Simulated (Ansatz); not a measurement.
# Lattice dynamics of AlOs (Pm-3m), part 2 of 2

The cell of AlOs (Pm-3m) is at rest. What are its phonons? After the zone centre comes a 4×4×4 q mesh on a 16×16×16 k mesh.

Ansatz 0.2.0; DFT PBEsol, scalar-relativistic, plane waves, PAW; PAW set soft_1.

So far. Step 2 (Linear response at the zone centre): Before it was imposed, the acoustic sum rule was missed by 3.5e-5 eV/Å². Small misses are needed for a sound result but don't prove that mesh and cutoff are converged. The lowest optical mode is real, 328 cm⁻¹.

### Step 3. Response at finite wavevector

Stability and thermal properties need the whole zone. Linear response on a 4×4×4 q mesh gives force constants as far as a supercell of that size would.

Contents of input.yaml:

```yaml
crystal:
  lattice:
    - [2.9926248293, 0.0, 0.0]
    - [0.0, 2.9926248293, 0.0]
    - [0.0, 0.0, 2.9926248293]
  atoms:
    - { symbol: Al, position: [0.0, 0.0, 0.0] }
    - { symbol: Os, position: [0.5, 0.5, 0.5] }
kpoints:
  mp_grid: { grid: [16, 16, 16] }
hamiltonian:
  xc: pbesol
  pseudopotentials: { kind: paw, azcp: { folder: soft_1 }, xc_functional: pbe }
scf:
  occupations: { method: methfessel_paxton, width: 0.2 }
output:
  eigenvalues: true
phonons:
  method: dfpt
  qmesh: [4, 4, 4]
  temperatures: { t_max: 1000, t_step: 50 }
  qpath:
    path:
      - [[0.0, 0.0, 0.0], [0.0, 0.5, 0.0], [0.5, 0.5, 0.0], [0.0, 0.0, 0.0], [0.5, 0.5, 0.5], [0.0, 0.5, 0.0]]
      - [[0.5, 0.5, 0.5], [0.5, 0.5, 0.0]]
    npoints: 10
```

The run is started by

```bash
$ ansatz run input.yaml --threads 4 --pin off --max-ram 10240MiB --backend cpu --events-out ev --progress --plain --runs-dir out
```

Numbers of over 12 decimals in the logs are rounded to 6 here.

The log of the run:

```text
[...]
Crystal: 2 atoms, lattice volume = 26.801 Å³
Basis set: ecut = 420 eV, 515 PW (Γ), exchange–correlation on 48×48×48 points (8 copies of the dense FFT grid, shifted against one another)
Bands: 14, of which v1, the nominal top of the filled ones, is band 10 counted from 1 (9 counted from 0)
Symmetry: 48 space group operations
k-points: 165 of 4096
[...]
SCF iter   1: F=—  HF=-11777.777975 eV  |F-HF|=—  |Δ(HF+E_count)|=         —  Δρ=4.86e-2  dr2=4.63e-1  ethr=3.10e-3  ⟨swp⟩=4.4  Hψ=10748  notcnv=0
[...]
SCF iter   8: F=-11777.580786 eV  HF=-11777.580786 eV  |F-HF|=0.00e0  |Δ(HF+E_count)|=  1.09e-11  S|Δr|=    0.00e0  Δρ=2.80e-8  dr2=1.15e-13  ethr=1.00e-12  ⟨swp⟩=5.4  Hψ=8830  notcnv=0
SCF 1 converged in 8 iterations: F = -11777.580786 eV  dr2 = 1.15e-13
[...]
phonons: the bands overlap, so this run is a metal and interpolates without the dipole-dipole term. If the crystal is really an insulator or semiconductor, its LO-TO splitting is missing
NSCF: frozen V_eff on 165 k-points
[...]
DFPT response loops at q = (0, 0, 0) (fractional): preconditioner auto → Kerker (q_TF=auto, 2.576 Å⁻¹) (partly filled bands, converged f_vac=0.000); β = 1.00, the filter's whole step (`scf.mixing.beta` (0.50) is not read by the response loops under this deck's `scf.mixing.preconditioner`; to damp them name `kerker` or `kerker_dos`, under which they read `scf.mixing.beta`, and type it under 1.00, their step now; both keys bind the ground state too); Broyden in place of MSR1
[...]
SCF converged after 8 iterations
[...]
Free energy (F): -11777.580786 eV
[...]
Internal energy: -11777.581583 eV  (E = F + TS)
E sigma→0 (E₀):  -11777.580985 eV
Entropy (-TS):   0.000797 eV (0.398 meV/atom)
Fermi energy:    17.567579 eV
[...]
--- Band table (eV; the first three rows and the last of 165) ---
  k-point 0: bands = [... 6 lower, 13.3398, 17.9907, 17.9907, 17.9907, 23.1456, 23.1456, 23.1456, 29.0769]
  k-point 1: bands = [... 6 lower, 13.3727, 17.8559, 17.8559, 18.0032, 22.7886, 23.3331, 23.3331, 28.8081]
  k-point 2: bands = [... 6 lower, 13.4553, 17.5120, 17.5120, 18.0391, 21.9748, 23.8347, 23.8347, 28.1293]
  k-point 164: bands = [... 6 lower, 12.2922, 19.7715, 19.8990, 19.8990, 21.0755, 21.0755, 21.0755, 26.2415]
--- Phonons (Γ-DFPT): 2 representative perturbations + reference (Σ response iterations 5) ---
  ASR residual: 2.620e-5 → 0.000e0 eV/Å²; symmetrization residual: 5.092e-6 eV/Å²
  ASR residual per site (eV/Å²): 1.22e-5 2.62e-5
  Γ frequencies (cm⁻¹): 0.00 0.00 0.00 327.61 327.61 327.61
--- Phonons (arbitrary-q DFPT): 10 irreducible q on the 4×4×4 mesh ---
  q = [0.0000, 0.0000, 0.0000] (star 1, of the zone-centre solve; hermiticity 1.09e-6, symmetrization 1.33e-13): 0.00 0.00 0.00 327.61 327.61 327.61
  q = [0.0000, 0.0000, 0.2500] (star 6, 4 solved perturbations in 4032 linear systems a pass and spin channel, the states on 1296 of 4096 k-point pairs; hermiticity 5.99e-7, symmetrization 1.62e-13): 89.88 89.88 117.12 321.45 321.45 336.52
[...]
q = [0.0000, 0.2500, -0.5000] (star 12, 6 solved perturbations on 1296 of 4096 k-point pairs; hermiticity 8.68e-8, symmetrization 3.45e-15): 98.22 123.49 149.14 309.52 340.46 366.31
[...]
sum rule: each row above includes the acoustic sum rule's correction from the zone centre's row sums; it moved no ω² by more than (0.35 cm⁻¹)²
  mesh force constants: q→R imaginary residual 3.18e-18; ASR residual 2.620e-5 → 0.000e0 eV/Å²; symmetrization residual 7.105e-15 eV/Å²
  interpolated dispersion: 62 rows × 6 modes
  density of states and harmonic sums: on the 24×24×24 q-mesh, interpolated from the force constants of a 4×4×4 supercell (no non-analytic term)
  largest difference from the sums on the solved wave vectors: F 1.21e-2 eV, S 1.62e-5 and C_V 4.02e-6 eV/K
  zero-point energy: 0.084372 eV/cell   skipped modes (ω ≤ 0): 3   left out of the sums: 3.62e-5 of the cell's modes: C_V's classical limit lies that fraction below 3 k_B per atom; for a crystal, a wire or a layer, F and S can be off by more, and a phonons.interpolated_qmesh denser along its periods is the remedy for the sampling
```

Wall time 5.8 min (4 threads of Arm Neoverse V1, shared host); peak memory 2.1 GiB.

This step gave:

```
sum-rule residual before enforcement                       : 2.62e-5 eV/Å²
lowest frequency on the path                               : 0 cm⁻¹
highest frequency on the path or at a solved wavevector    : 366.9 cm⁻¹
mean frequency                                             : 226.8 cm⁻¹
Debye temperature (second moment)                          : 471 K
logarithmic mean frequency                                 : 194.2 cm⁻¹
lowest mode on the q mesh (acoustic modes at Γ apart)      : 63.83 cm⁻¹
zero-point energy per atom                                 : 42.19 meV
heat capacity at 300 K                                     : 22.2 J/(mol atoms K)
vibrational entropy at 300 K                               : 28.17 J/(mol atoms K)
edges of the widest gap between branches, on path and mesh : 167.9, 301.6 cm⁻¹
```

Frequencies (cm⁻¹) solved at each irreducible wavevector; negative means imaginary. Frequencies by wavevector, by row:

```
q in reciprocal lattice units  star  mode 1  mode 2  mode 3  mode 4  mode 5  mode 6
                        0 0 0     1       0       0       0   327.6   327.6   327.6
                     0 0 0.25     6    89.9    89.9   117.1   321.4   321.4   336.5
                     0 0 -0.5     3     135     135   162.9   314.2   314.2   366.2
                  0 0.25 0.25    12    63.8   117.6   137.7   316.6   338.7   340.4
                  0 0.25 -0.5    12    98.2   123.5   149.1   309.5   340.5   366.3
                  0 -0.5 -0.5     3    66.1    66.1   167.9   301.6   362.3   362.3
               0.25 0.25 0.25     8   104.6   104.6   138.4   337.8   337.8   338.1
               0.25 0.25 -0.5    12   115.9   116.9   133.9   333.9   337.1   362.9
               0.25 -0.5 -0.5     6   108.6   108.6   149.9   331.9     362     362
               -0.5 -0.5 -0.5     1   128.3   128.3   128.3   356.9   356.9   356.9
```

Interpolated from a 4×4×4 q mesh. Phonon branches along the path, in cm⁻¹:

```
    point  branch 1  branch 2  branch 3  branch 4  branch 5  branch 6
        Γ         0         0         0       328       328       328
  halfway        90        90       117       322       322       336
        X       135       135       163       314       314       366
  halfway        98       124       149       310       340       366
        M        66        66       168       302       362       362
  halfway        64       118       138       317       339       340
        Γ         0         0         0       328       328       328
  halfway       105       105       138       338       338       338
        R       128       128       128       357       357       357
  halfway       116       117       134       334       337       363
        X       135       135       163       314       314       366
jump to R       128       128       128       357       357       357
  halfway       109       109       150       332       362       362
        M        66        66       168       302       362       362
```

The phonon branches as a text plot (rows in cm⁻¹):

```
    359 |     *************                 *********************
    344 |   **      *      ***          ****      ***      **
    329 |****     **          **********            ***      *
    313 |    ********     *****                        ***    **
    298 |            *****                                      *
    283 |
    268 |
    252 |
    237 |
    222 |
    206 |
    191 |
    176 |
    161 |      ***  ******                              **    ***
    145 |     *   **      *  *         **              *   ***
    130 |    * *** *       ** *      **  ******************
    115 |   * *   ***     *  * *         ***      *****    ***
     99 |    *       *   *    *     *   *
     84 |   *       ***         *      *                      **
     69 |  *          ******** *     **                         *
     54 | **                  * *  **
     38 | *                    * *
     23 |*                      ** *
      8 |                         *
         Γ      X      M          Γ            R        X|R     M
```

Tetrahedra on a 24×24×24 mesh, mean over bins of 5 cm-1. Interpolated from a 4×4×4 q mesh. Table of phonon density of states by wavenumber; read off at these points:

```
wavenumber (cm⁻¹)  phonon density of states (1/cm⁻¹/cell)
                2                                       0
               18                                  2.6e-4
               28                                  8.3e-4
               42                                 0.00202
               52                                 0.00334
               68                                 0.00921
               78                                  0.0190
               92                                  0.0246
              102                                  0.0298
              118                                  0.0438
              122                                  0.0506
              128                                  0.0377
              138                                  0.0567
              142                                  0.0443
              152                                  0.0167
              168                                 0.00142
              178                                       0
              192                                       0
              202                                       0
              218                                       0
              228                                       0
              242                                       0
              252                                       0
              268                                       0
              278                                       0
              292                                       0
              302                                 0.00327
              318                                  0.0557
              322                                  0.0652
              328                                  0.0631
              342                                  0.0397
              352                                  0.0476
              362                                  0.0748
              368                                  0.0121
```

Phonopy on the run's constants, 19x19x19 mesh, Gaussian sigma 2.8 cm-1. Interpolated from a 4×4×4 q mesh. Table of partial phonon density of states by wavenumber; read off at these points; values in 1/cm⁻¹/cell:

```
wavenumber (cm⁻¹)       Al       Os
            -10.0        0        0
              0.0   1.0e-5   5.0e-5
             10.0        0   2.0e-5
             20.0   5.0e-5   3.6e-4
             30.0   1.3e-4   9.8e-4
             40.0   1.7e-4  0.00128
             50.0   3.8e-4  0.00301
             60.0   5.4e-4  0.00452
             70.0  0.00157   0.0122
             80.0  0.00229   0.0192
             90.0  0.00239   0.0223
            100.0  0.00244   0.0266
            110.0  0.00273   0.0352
            120.0  0.00269   0.0453
            130.0  0.00118   0.0399
            137.5    0.001   0.0521
            140.0   8.5e-4   0.0505
            150.0   2.2e-4   0.0201
            160.0   3.0e-5  0.00929
            170.0        0   7.0e-4
            180.0        0        0
            190.0        0        0
            200.0        0        0
            210.0        0        0
            220.0        0        0
            230.0        0        0
            240.0        0        0
            250.0        0        0
            260.0        0        0
            270.0        0        0
            280.0        0        0
            290.0        0        0
            300.0  0.00154        0
            310.0   0.0225   2.0e-4
            320.0   0.0570  0.00237
            325.0   0.0623  0.00376
            330.0   0.0482  0.00309
            340.0   0.0388  0.00264
            350.0   0.0421  0.00308
            360.0   0.0654  0.00547
            370.0  0.00525   2.9e-4
            380.0        0        0
```

Second derivatives of the energy by pair, one row for each kind of neighbour of each atom listed. Each entry sums the pair over the periodic images of the supercell that the q mesh stands for, and in a polar crystal it holds the long-range dipole part too. Force constants by pair, by row:

```
atom  neighbour  distance (Å)  third of the trace (eV/Å²)  along the pair's line (eV/Å²)
 Al1     itself             0                       10.79                              –
 Al1         Os         2.592                      -1.079                         -3.935
 Al1         Al         2.993                     -0.2014                        -0.6733
 Al1         Al         4.232                      0.0075                         -0.041
 Al1         Os         4.963                     -0.0187                         -0.044
 Al1         Al         5.183                     -0.0735                        -0.1956
 Al1         Al         5.985                      0.0191                         0.0807
 Al1         Os         6.522                     -0.0119                         -0.008
 Al1         Al         6.692                      0.0037                         0.0188
 Os2     itself             0                       14.04                              –
 Os2         Al         2.592                      -1.079                         -3.935
 Os2         Os         2.993                     -0.4608                        -0.7608
 Os2         Os         4.232                     -0.2984                        -0.8158
 Os2         Al         4.963                     -0.0187                         -0.044
 Os2         Os         5.183                       0.074                         0.1753
 Os2         Os         5.985                      0.1237                         0.5327
 Os2         Al         6.522                     -0.0119                         -0.008
 Os2         Os         6.692                      0.0874                          0.098
```

Harmonic thermodynamic functions per atom, from the density of states. Interpolated from a 4×4×4 q mesh. Thermodynamic functions, by row:

```
T (K)  F_vib (meV/atom)  S (J/mol-atom/K)  C_V (J/mol-atom/K)
    0             42.19                 0                   0
   50             41.84             2.484                5.58
  100                39             8.539               12.23
  200             24.16             19.66               19.53
  300             -0.83             28.17                22.2
  400            -33.57             34.73               23.32
  500            -72.39             40.01               23.88
  600            -116.2             44.39                24.2
  700            -164.2             48.13               24.39
  800            -215.8              51.4               24.52
  900            -270.6             54.29               24.61
 1000            -328.2             56.89               24.67
```

Harmonic mean-square displacement, third of the trace. Interpolated from a 4×4×4 q mesh. Mean square displacements, by row:

```
T (K)  Al1 U_eq (Å²)  Os2 U_eq (Å²)
    0        0.00214        7.90e-4
  100        0.00254        0.00134
  300        0.00471         0.0035
  600         0.0087         0.0069
```

Symmetry leaves 10 wavevectors to solve. The lowest mode among them, the acoustic zeros apart, lies at q = (0, 0.25, 0.25) and is real, 63.8 cm⁻¹.

### Step 4. What came out

| Property | Result |
| --- | --- |
| space group (within 0.01 Å) | Pm-3m |
| volume per atom | 13.4 Å³ |
| electronic character | no gap on this mesh |
| highest optical mode at the zone centre (no LO-TO term) | 328 cm⁻¹ |
| lowest optical zone-centre mode | 328 cm⁻¹ |
| lowest mode on the q mesh (acoustic modes at Γ apart) | 63.8 cm⁻¹ |
| highest frequency on the path or at a solved wavevector | 367 cm⁻¹ |
| zero-point energy per atom | 42.2 meV |
| heat capacity at 300 K | 22.2 J/(mol atoms K) |
| vibrational entropy at 300 K | 28.2 J/(mol atoms K) |
| Debye temperature (second moment) | 471 K |
| imaginary modes on the 4×4×4 q mesh | none |

**Reading.** The structure is a minimum as far as tested: no mode is imaginary at the 10 irreducible wavevectors of the 4×4×4 mesh, and the softest away from the acoustic zeros lies at 64 cm⁻¹. The optical modes at Γ form one degenerate level at 328 cm⁻¹. The highest mode in this list at Γ, 327.6 cm⁻¹, is mostly motion of Al (88 % of the kinetic energy). On the path and the mesh, the widest gap between branches runs from 168 to 302 cm⁻¹. With no gap, or one that is small against the smearing, the frequencies hang on the k mesh and the smearing, most of all near Kohn anomalies. The phonon runs are without spin polarisation, although the cell has an odd electron count. Spin-orbit coupling is left out, which can matter for the heavy elements here. The PAW files were made for PBE and serve the other functionals too. These are harmonic frequencies at zero temperature: anharmonic shifts, linewidths and thermal expansion are left out.

[Logs are printed without paths, hosts, clocks, repeated set-up lines and the standing remarks that a program may print on its own settings, such as how far it seeks lower states.]

[Hosts, paths, dates, database ids (printed as entryN), source tags and the programs' standing remarks are cut or masked in the printed files.]
